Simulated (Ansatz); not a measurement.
## Nb wire along [111], 37 atoms a period: bands along the axis

Aim: is the Nb wire along [111], 37 atoms a period a metal or a semiconductor?

Program: Ansatz 0.2.0. Level of theory: DFT PBE, plane waves, PAW; relaxation of a wire's period; PAW set soft_1, in the first sound run; inputs show where later runs differ. Results are calculated unless marked as measured.

## (1) Set-up

The cell holds 37 atoms: 37 Nb. Cell: a = 20.843 Å, b = 23.016 Å, c = 2.867 Å, α = 90.0°, β = 90.0°, γ = 90.0°. Vacuum lies along a and b. The structure's axis is c.

## (2) The relaxed wire

Band widths follow the bond lengths, so the wire is relaxed first. The atoms and the third cell vector are free; the box across stays fixed as vacuum. A Fermi-Dirac smearing is set since the result may be a metal. The pressure printed is a third of the stress's trace over the whole box, vacuum included; only the stress along the axis is relaxed.

Input file input.yaml:

```yaml
crystal:
  lattice:
    - [20.843, 0.0, 0.0]
    - [0.0, 23.016, 0.0]
    - [0.0, 0.0, 2.8665440865]
  atoms:
    - { symbol: Nb, position: [0.16312431, 0.323857557, 0.0] }
    - { symbol: Nb, position: [0.16312431, 0.676126024, 0.0] }
    - { symbol: Nb, position: [0.275417332, 0.49999179, 0.0] }
    - { symbol: Nb, position: [0.387710353, 0.676126024, 0.0] }
    - { symbol: Nb, position: [0.500003375, 0.49999179, 0.0] }
    - { symbol: Nb, position: [0.500003375, 0.852260258, 0.0] }
    - { symbol: Nb, position: [0.612296396, 0.676126024, 0.0] }
    - { symbol: Nb, position: [0.16312431, 0.441280379, 0.333333333] }
    - { symbol: Nb, position: [0.275417332, 0.265146145, 0.333333333] }
    - { symbol: Nb, position: [0.275417332, 0.617414613, 0.333333333] }
    - { symbol: Nb, position: [0.387710353, 0.441280379, 0.333333333] }
    - { symbol: Nb, position: [0.387710353, 0.793548847, 0.333333333] }
    - { symbol: Nb, position: [0.500003375, 0.265146145, 0.333333333] }
    - { symbol: Nb, position: [0.500003375, 0.617414613, 0.333333333] }
    - { symbol: Nb, position: [0.612296396, 0.441280379, 0.333333333] }
    - { symbol: Nb, position: [0.612296396, 0.793548847, 0.333333333] }
    - { symbol: Nb, position: [0.724589417, 0.265146145, 0.333333333] }
    - { symbol: Nb, position: [0.724589417, 0.617414613, 0.333333333] }
    - { symbol: Nb, position: [0.836882439, 0.441280379, 0.333333333] }
    - { symbol: Nb, position: [0.16312431, 0.558703202, 0.666666667] }
    - { symbol: Nb, position: [0.275417332, 0.382568968, 0.666666667] }
    - { symbol: Nb, position: [0.275417332, 0.734837435, 0.666666667] }
    - { symbol: Nb, position: [0.387710353, 0.206434734, 0.666666667] }
    - { symbol: Nb, position: [0.387710353, 0.558703202, 0.666666667] }
    - { symbol: Nb, position: [0.500003375, 0.382568968, 0.666666667] }
    - { symbol: Nb, position: [0.500003375, 0.734837435, 0.666666667] }
    - { symbol: Nb, position: [0.612296396, 0.206434734, 0.666666667] }
    - { symbol: Nb, position: [0.612296396, 0.558703202, 0.666666667] }
    - { symbol: Nb, position: [0.724589417, 0.382568968, 0.666666667] }
    - { symbol: Nb, position: [0.724589417, 0.734837435, 0.666666667] }
    - { symbol: Nb, position: [0.836882439, 0.558703202, 0.666666667] }
    - { symbol: Nb, position: [0.387710353, 0.323857557, 0.0] }
    - { symbol: Nb, position: [0.500003375, 0.147723323, 0.0] }
    - { symbol: Nb, position: [0.612296396, 0.323857557, 0.0] }
    - { symbol: Nb, position: [0.724589417, 0.49999179, 0.0] }
    - { symbol: Nb, position: [0.836882439, 0.323857557, 0.0] }
    - { symbol: Nb, position: [0.836882439, 0.676126024, 0.0] }
kpoints:
  mp_grid: { grid: [1, 1, 28] }
scf:
  occupations: { method: fermi_dirac, width: 0.05 }
hamiltonian:
  xc: pbe
  pseudopotentials: { kind: paw, azcp: { folder: soft_1 } }
relax:
  cell: { fix: [a, b, alpha, beta, gamma] }
  max_steps: 45
  f_tol: 0.03
```

Launch:

```
$ ansatz run input.yaml --threads 16 --pin off --max-ram 61440MiB --backend cuda --events-out ev --progress --plain --runs-dir out --max-vram 78GiB
```

Numbers of over 12 decimals in the logs are rounded to 6 here.

Log:

```text
Engine: ansatz 0.2.0, aarch64-unknown-linux-gnu
Pseudopotentials: kind: paw
Pseudopotential: Nb, paw, valence charge 13, recommended cutoff 420 eV (normal), soft_1/Nb.paw.azcp
Functional definition: PBE
  parameter kappa = 0.804
  parameter beta = 0.066725
  exchange = pbe_x(kappa = kappa, mu = beta*pi^2/3)
  correlation = pbe_c(beta = beta)
[...]
Crystal: 37 atoms, lattice volume = 1375.146 Å³
Basis set: ecut = 420 eV, 26861 PW (Γ), exchange–correlation on 288×320×40 points (8 copies of the dense FFT grid, shifted against one another)
Bands: 289, of which v1, the nominal top of the filled ones, is band 241 counted from 1 (240 counted from 0)
Symmetry: 4 space group operations
Space group: P2/m (ITA 10), of the structure as read, at distance tolerance 1.1e-4 Å
k-points: 15 of 28
Non-local potential: Nb, projectors of the file, l = 0: 3, l = 1: 2, l = 2: 2, l = 3: 1
PAW form: soft (Blöchl's): semilocal exchange-correlation on the pseudo side does not see the compensation charge
PAW one-centre angular grid: Nb, 590 points (default); XC on 64 Gauss nodes
Initial density: superposition of atomic densities (neutral atoms: chi_scale 0, normalization atom)
Initial wavefunctions: pseudopotential atomic-orbital guess
[...]
Functional: x = pbe(κ = 0.804, μ = 0.219515), c = pbe(β = 0.066725)
SCF iter   1: F=—  HF=-168454.108148 eV  |F-HF|=—  |Δ(HF+E_count)|=         —  Δρ=6.58e-2  dr2=7.91e2  ethr=3.10e-3  ⟨swp⟩=10.5  Hψ=20700  notcnv=0  defer=43
preconditioner: auto → LDOS  [metal: Δε(μ)=0.002 eV  Ē_g=3.732 eV  σ=0.050 eV  W_gap=0.01  n_scr=248 (ndim 8)  ℏωp=13.6 eV  f_vac=0.404  D(μ)=34.32/eV (n_scr^D=172)  β→1.0]
SCF iter   2: F=—  HF=-168448.506838 eV  |F-HF|=—  |Δ(HF+E_count)|=    5.60e0  Δρ=6.99e-2  dr2=1.78e3  ethr=3.10e-3  ⟨swp⟩=7.2  Hψ=12641  notcnv=0  defer=272  recentre
[...]
SCF iter  12: F=-168413.378847 eV  HF=-168413.378847 eV  |F-HF|=1.45e-8  |Δ(HF+E_count)|=   5.57e-8  Δρ=1.15e-6  dr2=4.53e-8  ethr=2.08e-11  ⟨swp⟩=3.1  Hψ=15652  notcnv=0
SCF 1 converged in 12 iterations: F = -168413.378847 eV  dr2 = 4.53e-8
  greatest PAW one-centre occupation: 0.998 electrons in one spin orbital (limit 2), on the Nb atom at site 33 (counted from 0), in its partial waves of l = 0
relax step   1: F+E_penalty+E_count = -168413.37884681 eV  Δ(F+E_penalty+E_count) = +0.000e0 eV  max|allowed force component| = 1.410e0 eV/Å  Δτ_max = 0.0000 Å  P = -4.028 GPa  Ω = 1375.146 Å³  fix = [a, b, alpha, beta, gamma]  reactions: a -3.511, b -3.477 GPa; alpha -0.001 GPa/rad  (12 SCF iters, dr2 threshold 1.00e-7 eV, accepted)
[...]
Crystal: 37 atoms, lattice volume = 1317.600 Å³
Basis set: ecut = 420 eV, 25905 PW (Γ), exchange–correlation on 288×320×40 points (8 copies of the dense FFT grid, shifted against one another)
[...]
iter 1 solved again at ethr=1.38e-3 eV; its pass at ethr=3.10e-3 eV (dr2=6.65e0 eV) is discarded
SCF iter   1: F=—  HF=-168415.400064 eV  |F-HF|=—  |Δ(HF+E_count)|=         —  Δρ=1.19e-2  dr2=6.72e0  ethr=1.38e-3  ⟨swp⟩=5.5  Hψ=23534  notcnv=0  defer=4
preconditioner: auto → LDOS  [metal: Δε(μ)=0.007 eV  Ē_g=3.273 eV  σ=0.050 eV  W_gap=0.04  n_scr=212 (ndim 8)  ℏωp=13.9 eV  f_vac=0.424  D(μ)=44.09/eV (n_scr^D=296)  β→1.0]
SCF iter   2: F=—  HF=-168415.010452 eV  |F-HF|=—  |Δ(HF+E_count)|=   3.90e-1  Δρ=5.89e-3  dr2=2.20e0  ethr=1.38e-3  ⟨swp⟩=4.2  Hψ=7159  notcnv=0  defer=171
[...]
SCF iter   8: F=-168414.776934 eV  HF=-168414.776935 eV  |F-HF|=6.94e-7  |Δ(HF+E_count)|=   1.38e-6  Δρ=6.72e-6  dr2=1.82e-6  ethr=7.69e-10  ⟨swp⟩=5.0  Hψ=14951  notcnv=0
SCF 2 converged in 8 iterations: F = -168414.776934 eV  dr2 = 1.82e-6
relax step   2: F+E_penalty+E_count = -168414.77693412 eV  Δ(F+E_penalty+E_count) = -1.398e0 eV  max|allowed force component| = 8.622e-1 eV/Å  Δτ_max = 0.1948 Å  P = +1.559 GPa  Ω = 1317.600 Å³  energy of the carried Pulay correction = +3.709e-3 eV  fix = [a, b, alpha, beta, gamma]  reactions: a +1.615, b +1.644 GPa; alpha +0.000 GPa/rad  (8 SCF iters, dr2 threshold 3.70e-6 eV, accepted)
[...]
Crystal: 37 atoms, lattice volume = 1331.799 Å³
[...]
iter 1 solved again at ethr=1.95e-4 eV; its pass at ethr=3.10e-3 eV (dr2=9.36e-1 eV) is discarded
[...]
SCF 3 converged in 7 iterations: F = -168415.035395 eV  dr2 = 2.24e-6
[...]
SCF 4 converged in 6 iterations: F = -168415.104705 eV  dr2 = 1.25e-6
[...]
SCF 5 converged in 7 iterations: F = -168415.126670 eV  dr2 = 3.52e-7
[...]
SCF 6 converged in 7 iterations: F = -168415.131117 eV  dr2 = 8.96e-8
[...]
SCF 7 converged in 7 iterations: F = -168415.132710 eV  dr2 = 1.47e-8
[...]
SCF 8 converged in 7 iterations: F = -168415.129224 eV  dr2 = 3.93e-11
[...]
SCF converged after 7 iterations
[...]
--- Relaxed structure (7 steps of the walk, 7 accepted, 1 SCFs on fresh bases) ---
  F+E_penalty+E_count = -168415.12922413 eV   max|allowed force component| = 8.936e-3 eV/Å   (the final SCF, on the basis selected at the relaxed cell)
  cell:  # Å, volume = 1312.9994 Å³
    - [20.843, 0.0, 0.0]
    - [0.0, 23.016, 0]
    - [0.0, 0, 2.736998]
  atoms:
    - { symbol: Nb, position: [0.167577, 0.326286, 0.026991] }
    - { symbol: Nb, position: [0.167577, 0.673714, -0.026991] }
    - { symbol: Nb, position: [0.272337, 0.500000, 0] }
    - { symbol: Nb, position: [0.386284, 0.678310, -6.808051955968562e-5] }
    - { symbol: Nb, position: [0.5, 0.500000, 0] }
    - { symbol: Nb, position: [0.5, 0.847522, 0.027582] }
    - { symbol: Nb, position: [0.613716, 0.678310, -6.808051955968562e-5] }
    - { symbol: Nb, position: [0.161089, 0.440506, 0.359199] }
    - { symbol: Nb, position: [0.273793, 0.264265, 0.358843] }
    - { symbol: Nb, position: [0.273755, 0.618162, 0.312323] }
    - { symbol: Nb, position: [0.386381, 0.440693, 0.336288] }
    - { symbol: Nb, position: [0.387551, 0.795215, 0.359218] }
    - { symbol: Nb, position: [0.5, 0.263556, 0.312291] }
    - { symbol: Nb, position: [0.5, 0.618685, 0.335887] }
    - { symbol: Nb, position: [0.613619, 0.440693, 0.336288] }
    - { symbol: Nb, position: [0.612449, 0.795215, 0.359218] }
    - { symbol: Nb, position: [0.726207, 0.264265, 0.358843] }
    - { symbol: Nb, position: [0.726245, 0.618162, 0.312323] }
    - { symbol: Nb, position: [0.838911, 0.440506, 0.359199] }
    - { symbol: Nb, position: [0.161089, 0.559494, 0.640801] }
    - { symbol: Nb, position: [0.273755, 0.381838, 0.687677] }
    - { symbol: Nb, position: [0.273793, 0.735735, 0.641157] }
    - { symbol: Nb, position: [0.387551, 0.204785, 0.640782] }
    - { symbol: Nb, position: [0.386381, 0.559307, 0.663712] }
    - { symbol: Nb, position: [0.5, 0.381315, 0.664113] }
    - { symbol: Nb, position: [0.5, 0.736444, 0.687709] }
    - { symbol: Nb, position: [0.612449, 0.204785, 0.640782] }
    - { symbol: Nb, position: [0.613619, 0.559307, 0.663712] }
    - { symbol: Nb, position: [0.726245, 0.381838, 0.687677] }
    - { symbol: Nb, position: [0.726207, 0.735735, 0.641157] }
    - { symbol: Nb, position: [0.838911, 0.559494, 0.640801] }
    - { symbol: Nb, position: [0.386284, 0.321690, 6.808051955968548e-5] }
    - { symbol: Nb, position: [0.5, 0.152478, -0.027582] }
    - { symbol: Nb, position: [0.613716, 0.321690, 6.808051955968548e-5] }
    - { symbol: Nb, position: [0.727663, 0.500000, 0] }
    - { symbol: Nb, position: [0.832423, 0.326286, 0.026991] }
    - { symbol: Nb, position: [0.832423, 0.673714, -0.026991] }
```

Run time: 17 s. Hardware: 1 × NVIDIA GB200 with 16 threads of Arm Neoverse V2, shared host; peak memory 1.4 GiB; 2.3 min of CPU time.

Relaxation path:

```
step  energy less that of the first step (eV)  largest force component (eV/Å)  pressure (GPa)  volume (Å³)
   1                                   0.0000                          1.4097           -4.03      1375.15
   2                                  -1.3981                          0.8622            1.56      1317.60
   3                                  -1.6565                          0.1794           -0.32      1331.80
   4                                  -1.7259                          0.0306           -0.17      1325.81
   5                                  -1.7478                          0.0290           -0.08      1318.70
   6                                  -1.7523                          0.0331           -0.04      1313.16
   7                                  -1.7539                          0.0089           -0.05      1313.00
   8                                  -1.7504                          0.0089           -0.05      1313.00
```

The log counts 1 steps on a newly chosen plane-wave basis, not all of them marked here; energy and pressure can jump at such steps.

The run keeps the 4 symmetry operations that it works with, so distortions that break them were not tested.

```csv
cell as run,before,after,change
c (Å),2.867,2.737,-4.5 %
```

The atoms that moved most (Å, along periodic axes as changes of fractional coordinates times the final cell, across vacuum about the mean position):

```csv
atom,dx,dy,dz,length
Nb6,0.000,-0.109,0.075,0.133
Nb33,0.000,0.109,-0.075,0.133
Nb2,0.093,-0.056,-0.074,0.131
Nb1,0.093,0.056,0.074,0.131
Nb37,-0.093,-0.056,-0.074,0.131
Nb36,-0.093,0.056,0.074,0.131
Nb19,0.042,-0.018,0.071,0.084
Nb31,0.042,0.018,-0.071,0.084
```

Numbers from this step:

| Item | Value |
| --- | --- |
| energy at zero smearing | -168414.9408 eV |
| cell length along the wire | 2.737 Å |

The cell's length comes to 2.737 Å with spin left out.

## (3) Bands of the perfect wire

This step: DFT PBE, plane waves, PAW; bands of a perfect wire; PAW set soft_1 (Ansatz 0.2.0).

At the relaxed period the bands are computed along the axis; those that cross an energy going forward count the channels that a perfect wire would open there.

Input file input.yaml:

```yaml
crystal:
  lattice:
    - [20.843, 0.0, 0.0]
    - [0.0, 23.016, 0.0]
    - [0.0, 0.0, 2.7369978763]
  atoms:
    - { symbol: Nb, position: [0.167576884, 0.326285721, 0.026990907] }
    - { symbol: Nb, position: [0.167576884, 0.673714279, 0.973009093] }
    - { symbol: Nb, position: [0.272337363, 0.5, 0.0] }
    - { symbol: Nb, position: [0.386284421, 0.678310094, 0.999931919] }
    - { symbol: Nb, position: [0.5, 0.5, 0.0] }
    - { symbol: Nb, position: [0.5, 0.847522119, 0.027582428] }
    - { symbol: Nb, position: [0.613715579, 0.678310094, 0.999931919] }
    - { symbol: Nb, position: [0.16108883, 0.44050578, 0.359199267] }
    - { symbol: Nb, position: [0.273793404, 0.264265341, 0.358842756] }
    - { symbol: Nb, position: [0.273754897, 0.618162476, 0.312323355] }
    - { symbol: Nb, position: [0.386381133, 0.440692847, 0.33628771] }
    - { symbol: Nb, position: [0.387550891, 0.795215319, 0.359217917] }
    - { symbol: Nb, position: [0.5, 0.263555531, 0.312291471] }
    - { symbol: Nb, position: [0.5, 0.618685161, 0.335886722] }
    - { symbol: Nb, position: [0.613618867, 0.440692847, 0.33628771] }
    - { symbol: Nb, position: [0.612449109, 0.795215319, 0.359217917] }
    - { symbol: Nb, position: [0.726206596, 0.264265341, 0.358842756] }
    - { symbol: Nb, position: [0.726245103, 0.618162476, 0.312323355] }
    - { symbol: Nb, position: [0.83891117, 0.44050578, 0.359199267] }
    - { symbol: Nb, position: [0.16108883, 0.55949422, 0.640800733] }
    - { symbol: Nb, position: [0.273754897, 0.381837524, 0.687676645] }
    - { symbol: Nb, position: [0.273793404, 0.735734659, 0.641157244] }
    - { symbol: Nb, position: [0.387550891, 0.204784681, 0.640782083] }
    - { symbol: Nb, position: [0.386381133, 0.559307153, 0.66371229] }
    - { symbol: Nb, position: [0.5, 0.381314839, 0.664113278] }
    - { symbol: Nb, position: [0.5, 0.736444469, 0.687708529] }
    - { symbol: Nb, position: [0.612449109, 0.204784681, 0.640782083] }
    - { symbol: Nb, position: [0.613618867, 0.559307153, 0.66371229] }
    - { symbol: Nb, position: [0.726245103, 0.381837524, 0.687676645] }
    - { symbol: Nb, position: [0.726206596, 0.735734659, 0.641157244] }
    - { symbol: Nb, position: [0.83891117, 0.55949422, 0.640800733] }
    - { symbol: Nb, position: [0.386284421, 0.321689906, 6.8081e-05] }
    - { symbol: Nb, position: [0.5, 0.152477881, 0.972417572] }
    - { symbol: Nb, position: [0.613715579, 0.321689906, 6.8081e-05] }
    - { symbol: Nb, position: [0.727662637, 0.5, 0.0] }
    - { symbol: Nb, position: [0.832423116, 0.326285721, 0.026990907] }
    - { symbol: Nb, position: [0.832423116, 0.673714279, 0.973009093] }
kpoints:
  mp_grid: { grid: [1, 1, 30] }
  band_path: { path: ["Γ", Z], npoints: 90 }
scf:
  occupations: { method: fermi_dirac, width: 0.05 }
hamiltonian:
  xc: pbe
  pseudopotentials: { kind: paw, azcp: { folder: soft_1 } }
output:
  dos: { e_range: [-5, 4] }
  write_potential: true
  write_density: true
  volumetric_format: npy
```

Log:

```text
[...]
Crystal: 37 atoms, lattice volume = 1312.999 Å³
Basis set: ecut = 420 eV, 25781 PW (Γ)
Bands: 289, of which v1, the nominal top of the filled ones, is band 241 counted from 1 (240 counted from 0)
Symmetry: 4 space group operations
[...]
k-points: 16 of 30
[...]
SCF iter   1: F=—  HF=-168453.131521 eV  |F-HF|=—  |Δ(HF+E_count)|=         —  Δρ=6.45e-2  dr2=6.55e2  ethr=3.10e-3  ⟨swp⟩=10.1  Hψ=21940  notcnv=0  defer=52
[...]
SCF iter   6: F=—  HF=-168415.129432 eV  |F-HF|=—  |Δ(HF+E_count)|=   1.87e-3  Δρ=4.99e-4  dr2=1.45e-2  ethr=5.80e-5  ⟨swp⟩=1.5  Hψ=4755  notcnv=0  defer=262
[...]
SCF iter  10: F=—  HF=-168415.128055 eV  |F-HF|=—  |Δ(HF+E_count)|=   1.66e-3  Δρ=7.88e-6  dr2=2.57e-6  ethr=3.02e-9  ⟨swp⟩=2.8  Hψ=7619  notcnv=0  defer=262
[...]
SCF iter  12: F=-168415.128055 eV  HF=-168415.128055 eV  |F-HF|=5.27e-9  |Δ(HF+E_count)|=   3.48e-8  Δρ=8.98e-7  dr2=2.27e-8  ethr=2.08e-11  ⟨swp⟩=19.2  Hψ=17758  notcnv=0
SCF 1 converged in 12 iterations: F = -168415.128055 eV  dr2 = 2.27e-8
[...]
NSCF: frozen V_eff on 91 k-points
[...]
SCF converged after 12 iterations
[...]
```

Wall time 14 s (1 × NVIDIA GB200 with 16 threads); peak memory 3.1 GiB.

This step gave:

```
energy at zero smearing                 : -168414.9400 eV
band gap on the path through both edges : 0 eV
```

The electronic bands at the labelled points (eV, zero at the Fermi level; # counts the bands kept):

```
  point    #41    #42    #43    #44    #45    #46    #47    #48
      Γ  -0.32  -0.24  -0.23  -0.22  -0.21  -0.14  -0.09  -0.02
halfway  -0.15  -0.07  -0.05  -0.01   0.02   0.03   0.07   0.09
      Z   0.57   0.57   0.57   0.58   0.58   0.66   0.69   0.70
```

Between Γ and Z the bands cross the Fermi level 32 times, so a perfect wire would conduct at least 32 G₀, with spin left out.

## (4) Results

| Property | Result |
| --- | --- |
| cell length, PBE | 2.737 Å |
| ballistic conductance by band crossings, a lower bound, PBE | 32 G₀ |

In words: Under PBE the cell's length is 2.74 Å, and the bands cross the Fermi level 32 times between Γ and Z, which gives a perfect wire at least 32 G₀ (opposite crossings within one step of the path cancel in such a count). No spin was allowed, though thin wires with open d shells can turn magnetic.

[Logs are printed without paths, hosts, clocks, repeated set-up lines and the standing remarks that a program may print on its own settings, such as how far it seeks lower states.]

[Hosts, paths, dates, database ids (printed as entryN), source tags and the programs' standing remarks are cut or masked in the printed files.]
